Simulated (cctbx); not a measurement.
**Mo2Os3 with cctbx, script by script**

Library: cctbx 2025.11. The data are simulated by the first script.

## 1. Simulate the data

run.py:

```python
from cctbx import adptbx, crystal, miller, sgtbx, xray
from cctbx.array_family import flex
from iotbx.shelx import hklf
from scitbx import matrix
import scitbx.random

cs = crystal.symmetry(unit_cell=(6.99, 5.245, 8.045, 90, 90, 90), space_group_symbol='Hall: -P 2ac 2n')  # Pnma
atoms = [  # label, site, U (iso, or U11 U22 U33 U12 U13 U23 in A^2), occupancy
    ("Os1", (0.2386, 0.4912, 0.8801), (0.0181, 0.0147, 0.0283, 0.0060, 0.0091, 0.0035), 1),
    ("Os2", (0.0844, 0.75, 0.1195), (0.0103, 0.0228, 0.0154, 0.0000, -0.0018, 0.0000), 0.94),
    ("Mo1", (0.4358, 0.75, 0.1032), (0.0165, 0.0218, 0.0214, 0.0000, 0.0011, 0.0000), 1),
    ("Mo2", (0.403, 0.75, 0.6382), (0.0131, 0.0131, 0.0132, 0.0000, 0.0001, 0.0000), 1),
]
xs = xray.structure(crystal_symmetry=cs)
for label, site, u, occ in atoms:
    u = adptbx.u_cif_as_u_star(cs.unit_cell(), u) if isinstance(u, tuple) else u
    xs.add_scatterer(xray.scatterer(label, site=site, u=u, occupancy=occ))
xs.set_inelastic_form_factors(1.54184, "sasaki")
xs.show_summary()
p1 = xs.expand_to_p1()
ms = miller.build_set(p1, anomalous_flag=True, d_min=0.83)
flex.set_random_seed(390021)
scitbx.random.set_random_seed(390021)
ms = ms.select(flex.random_double(ms.size()) < 0.5)
i = ms.structure_factors_from_scatterers(p1, algorithm="direct").f_calc().as_intensity_array().data()
i = i / flex.sqrt(1 + 0.3 * i / flex.max(i))  # extinction
i = i * 40000 / flex.max(i)
sig = flex.sqrt(i + flex.pow2(0.04 * i) + 8 ** 2)
noise = scitbx.random.variate(scitbx.random.normal_distribution())(i.size())
data = ms.array(data=i + sig * noise, sigmas=sig).set_observation_type_xray_intensity()
with open("data.hkl", "w") as f:
    data.export_as_shelx_hklf(f)
print("reflections written:", data.size(), " <I/sigma> = %.1f" % flex.mean(data.data() / data.sigmas()))
for h, a, b in list(data.sort("data"))[:12]:
    print("%4d%4d%4d %9.1f %7.1f" % (h + (a, b)))
```

```console
$ python run.py
```

```text
Number of scatterers: 4
At special positions: 3
Unit cell: (6.99, 5.245, 8.045, 90, 90, 90)
Space group: P n m a (No. 62)
reflections written: 1104  <I/sigma> = 9.1
   3   0  -2   42735.2  1612.5
  -3   0   2   41427.8  1612.5
   0   0   4   39336.7  1535.9
   2   2   0   26178.3  1040.9
  -1   2  -2   25997.7  1007.8
  -2  -2   0   25443.9  1040.9
   1  -2   2   25283.9  1007.8
  -1   2   2   24926.1  1007.8
   1   2   2   24573.7  1007.8
   1   2  -2   24097.0  1007.8
  -1  -2  -2   23863.0  1007.8
  -3  -4  -2   16807.1   669.0
```

Run time: 0.43 s on 1 thread of Arm Neoverse N1, on a shared host, peak memory 0.07 GiB.

## 2. Refinement

run.py:

```python
import math
from cctbx import adptbx, crystal, maptbx, sgtbx, xray
from cctbx.array_family import flex
from cctbx.xray import observations
from iotbx.shelx import hklf
from scitbx.lstbx import normal_eqns_solving
from smtbx import absolute_structure, utils
from smtbx.refinement import constraints, least_squares

cs = crystal.symmetry(unit_cell=(6.99, 5.245, 8.045, 90, 90, 90), space_group_symbol='Hall: -P 2ac 2n')  # Pnma
atoms = [  # label, site, U (iso, or U11 U22 U33 U12 U13 U23 in A^2), occupancy
    ("Os1", (0.2386, 0.4912, 0.8801), 0.0200, 1),
    ("Os2", (0.0844, 0.75, 0.1195), 0.0200, 1),
    ("Mo1", (0.4358, 0.75, 0.1032), 0.0200, 1),
    ("Mo2", (0.403, 0.75, 0.6382), 0.0200, 1),
]
xs = xray.structure(crystal_symmetry=cs)
for label, site, u, occ in atoms:
    u = adptbx.u_cif_as_u_star(cs.unit_cell(), u) if isinstance(u, tuple) else u
    xs.add_scatterer(xray.scatterer(label, site=site, u=u, occupancy=occ))
xs.set_inelastic_form_factors(1.54184, "sasaki")
xs.convert_to_anisotropic()
raw = hklf.reader(file_name="data.hkl").as_miller_arrays(crystal_symmetry=cs, anomalous=True)[0]
merged = raw.eliminate_sys_absent().merge_equivalents()
fo2 = merged.array().set_observation_type_xray_intensity()
print("Rint %.3f, %d unique reflections to %.2f A" % (merged.r_int(), fo2.size(), fo2.d_min()))
for sc in xs.scatterers():
    sc.flags.set_grad_site(True)
    sc.flags.set_grad_u_aniso(sc.flags.use_u_aniso())
    sc.flags.set_grad_u_iso(sc.flags.use_u_iso())
obs = fo2.as_xray_observations()
extra = {}
rep = constraints.reparametrisation(xs, [], utils.connectivity_table(xs), **extra)
ls = least_squares.crystallographic_ls(obs, rep, weighting_scheme=least_squares.mainstream_shelx_weighting(a=0, b=0))
print("cycle     R1     wR2    GooF  max shift (A)")
for cycle in range(12):
    ls.build_up()
    r1, wr2, goof = ls.r1_factor(cutoff_factor=2)[0], ls.wR2(), ls.goof()
    old = xs.sites_cart()
    normal_eqns_solving.levenberg_marquardt_iterations(ls, n_max_iterations=3, tau=1e-06, step_threshold=1e-7)
    big = flex.max((xs.sites_cart() - old).norms())
    print("%4d %7.4f %7.4f %7.3f %9.5f" % (cycle + 1, r1, wr2, goof, big))
    ls.build_up(objective_only=True)
    if abs(ls.wR2() - wr2) < 5e-5 and big < 5e-4:
        break
ls.build_up()
print("final R1 %.4f wR2 %.4f GooF %.3f  parameters %d  data/parameter %.1f" % (ls.r1_factor(cutoff_factor=2)[0], ls.wR2(), ls.goof(), ls.n_parameters, fo2.size() / ls.n_parameters))
cov = ls.covariance_matrix_and_annotations()
su = dict(zip(cov.annotations, (math.sqrt(max(v, 0)) for v in cov.matrix.matrix_packed_u_diagonal())))
a2 = cs.unit_cell().reciprocal_parameters()[0] ** -2
print("atom        x        y        z      Ueq    occ   su(xyz)  su(Uiso or U11)")
for sc in xs.scatterers():
    s = max(su.get(sc.label + k, 0) for k in (".x", ".y", ".z"))
    npd = "" if sc.is_positive_definite_u(cs.unit_cell()) else "  NPD"
    print("%-5s %8.5f %8.5f %8.5f %8.4f %6.3f %8.5f %7.4f%s" % ((sc.label,) + sc.site + (sc.u_iso_or_equiv(cs.unit_cell()), sc.occupancy, s, su.get(sc.label + ".uiso", su.get(sc.label + ".u11", 0) * a2), npd)))
fo = fo2.f_sq_as_f()
fc = fo.structure_factors_from_scatterers(xs, algorithm="direct").f_calc()
diff = fo.f_obs_minus_f_calc(1 / math.sqrt(ls.scale_factor()), fc).average_bijvoet_mates()
m = diff.fft_map(symmetry_flags=maptbx.use_space_group_symmetry, resolution_factor=0.25).apply_volume_scaling()
print("difference map: max %.2f min %.2f rms %.2f" % (m.statistics().max(), m.statistics().min(), m.statistics().sigma()))
peaks = m.peak_search(parameters=maptbx.peak_search_parameters(min_distance_sym_equiv=0.6, max_clusters=6)).all()
near = xs.closest_distances(peaks.sites(), distance_cutoff=4)
sps = cs.special_position_settings(min_distance_sym_equiv=0.5)
for k, (x, h) in enumerate(zip(peaks.sites(), peaks.heights())):
    ss = sps.site_symmetry(x)
    print("Q%-3d %7.4f %7.4f %7.4f %4d %7.2f  %.2f A from %s" % ((k + 1,) + tuple(t % 1 for t in ss.exact_site()) + (ss.multiplicity(), h, near.smallest_distances[k], xs.scatterers()[near.i_seqs[k]].label)))
```

```console
$ python run.py
```

```text
Rint 0.031, 294 unique reflections to 0.83 A
cycle     R1     wR2    GooF  max shift (A)
   1  0.1021  0.2438   5.625   0.00533
   2  0.0244  0.0589   1.360   0.00000
final R1 0.0244 wR2 0.0589 GooF 1.360  parameters 27  data/parameter 10.9
atom        x        y        z      Ueq    occ   su(xyz)  su(Uiso or U11)
Os1    0.23850  0.49121  0.88012   0.0184  1.000  0.00010  0.0004
Os2    0.08439  0.75000  0.11947   0.0177  1.000  0.00010  0.0005
Mo1    0.43631  0.75000  0.10271   0.0185  1.000  0.00021  0.0007
Mo2    0.40290  0.75000  0.63816   0.0113  1.000  0.00018  0.0007
difference map: max 1.60 min -2.66 rms 0.53
Q1    0.1762  0.0474  0.9927    8    1.73  1.02 A from Os1
Q2    0.1682  0.7500  0.3027    4    1.64  1.55 A from Os1
Q3    0.1688  0.2500  0.9616    4    1.55  1.51 A from Os1
Q4    0.1624  0.2500  0.5044    4    1.49  1.05 A from Mo1
Q5    0.2477  0.1443  0.8809    8    1.48  0.71 A from Os1
Q6    0.2272  0.2500  0.1466    4    1.47  0.91 A from Mo2
```

Time: 0.61 s.

This run holds a fault made on purpose: disorder ignored: each site full, of its main element.

## 3. Refinement (occupancies of the disordered sites free, main element alone)

run.py, as its changes from the last script of this kind:

```diff
@@ -12,4 +12,4 @@
-    ("Os1", (0.2386, 0.4912, 0.8801), 0.0200, 1),
-    ("Os2", (0.0844, 0.75, 0.1195), 0.0200, 1),
-    ("Mo1", (0.4358, 0.75, 0.1032), 0.0200, 1),
-    ("Mo2", (0.403, 0.75, 0.6382), 0.0200, 1),
+    ("Os1", (0.2385, 0.49121, 0.88012), 0.0120, 1),
+    ("Os2", (0.08439, 0.75, 0.11947), 0.0120, 1),
+    ("Mo1", (0.43631, 0.75, 0.10271), 0.0120, 1),
+    ("Mo2", (0.4029, 0.75, 0.63816), 0.0120, 1),
@@ -30,0 +31 @@
+    sc.flags.set_grad_occupancy(sc.label in ('Os2',))
@@ -36 +37 @@
-for cycle in range(12):
+for cycle in range(20):
@@ -55,0 +57 @@
+print("su of occupancy Os2: %.3f" % su["Os2.occ"])
```

```console
$ python run.py
```

```text
Rint 0.031, 294 unique reflections to 0.83 A
cycle     R1     wR2    GooF  max shift (A)
   1  0.1076  0.2586   5.978   0.00159
   2  0.0219  0.0460   1.063   0.00016
   3  0.0220  0.0458   1.058   0.00001
final R1 0.0220 wR2 0.0458 GooF 1.058  parameters 28  data/parameter 10.5
atom        x        y        z      Ueq    occ   su(xyz)  su(Uiso or U11)
Os1    0.23856  0.49124  0.88011   0.0201  1.000  0.00008  0.0003
Os2    0.08434  0.75000  0.11949   0.0160  0.940  0.00008  0.0004
Mo1    0.43613  0.75000  0.10286   0.0201  1.000  0.00016  0.0006
Mo2    0.40289  0.75000  0.63810   0.0128  1.000  0.00014  0.0006
su of occupancy Os2: 0.004
difference map: max 1.62 min -2.68 rms 0.52
Q1    0.1785  0.0441  0.0080    8    1.71  1.13 A from Os1
Q2    0.2369  0.2500  0.1414    4    1.51  0.98 A from Mo2
Q3    0.1571  0.2500  0.9530    4    1.48  1.51 A from Os1
Q4    0.2330  0.6373  0.7757    8    1.44  1.14 A from Os1
Q5    0.1700  0.7500  0.3065    4    1.44  1.54 A from Os1
Q6    0.1524  0.2500  0.4806    4    1.43  1.16 A from Mo1
```

It took 0.6 s on 1 thread of Arm Neoverse N1 (shared host), peak memory 0.09 GiB.

[Logs are printed without paths, hosts, clocks, repeated set-up lines and the standing remarks that a program may print on its own settings, such as how far it seeks lower states.]
